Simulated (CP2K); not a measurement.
Consider 2-boryloxazole at its PBE geometry (Å).

```xyz
10

B     2.0892    0.0736   -0.0284
C     0.5738   -0.0614   -0.0025
N    -0.1677   -1.1564    0.0951
C    -1.4741   -0.7390    0.0773
C    -1.5064    0.6312   -0.0348
O    -0.2367    1.0918   -0.0878
H     2.5930    1.1515   -0.1169
H     2.7362   -0.9255    0.0424
H    -2.3060   -1.4325    0.1441
H    -2.3013    1.3667   -0.0885
```

Method: CP2K XAS_TDP, all-electron GAPW, PBEh(45%), aug-cc-pVDZ, TDA, no relativity.

Question: Where do the C K-edge lines lie, and how strong are they?

Leading lines: C2 281.76 eV, C4 282.62 eV and C5 282.12 eV. The leading line of an atom is its first one with 35 % of the strongest within 2.5 eV of its lowest line over the strength cut. 

The first six lines of each atom with a strength over 0.0015:

```csv
atom,energy (eV),states,"strength, one atom"
"C2 (bonded to B, N and O)",281.76,1,0.0267
,284.73,1,0.0367
,286.34,1,0.0305
,286.61,1,0.0026
,286.94,1,0.0149
,287.40,1,0.0025
"C4 (bonded to C, N and H)",282.52,1,0.0054
,282.62,1,0.0505
,285.19,1,0.0106
,286.15,1,0.0025
,286.48,1,0.0025
,286.87,2,0.0064
"C5 (bonded to C, O and H)",282.12,1,0.0497
,285.24,1,0.0096
,286.06,1,0.0162
,286.84,1,0.0122
,287.27,1,0.0026
,287.64,1,0.0022
```

Lines are vertical, at one geometry, with no vibrational structure. Without a correction of the core level, line positions, and the gaps between valence and Rydberg lines, follow the share of exact exchange. At this level such K lines come out 3 to 6 eV under measured ones. These values hold no scalar relativity, about 0.1 eV for C 1s. Rydberg lines, and the discretised continuum above threshold, depend on the basis and the box.

[Banner, clock and machine lines of the logs are left out without a mark of their own.]

[Logs are printed without paths, hosts, clocks, repeated set-up lines and the standing remarks that a program may print on its own settings, such as how far it seeks lower states.]

[Hosts, paths, dates, database ids (printed as entryN), source tags and the programs' standing remarks are cut or masked in the printed files.]
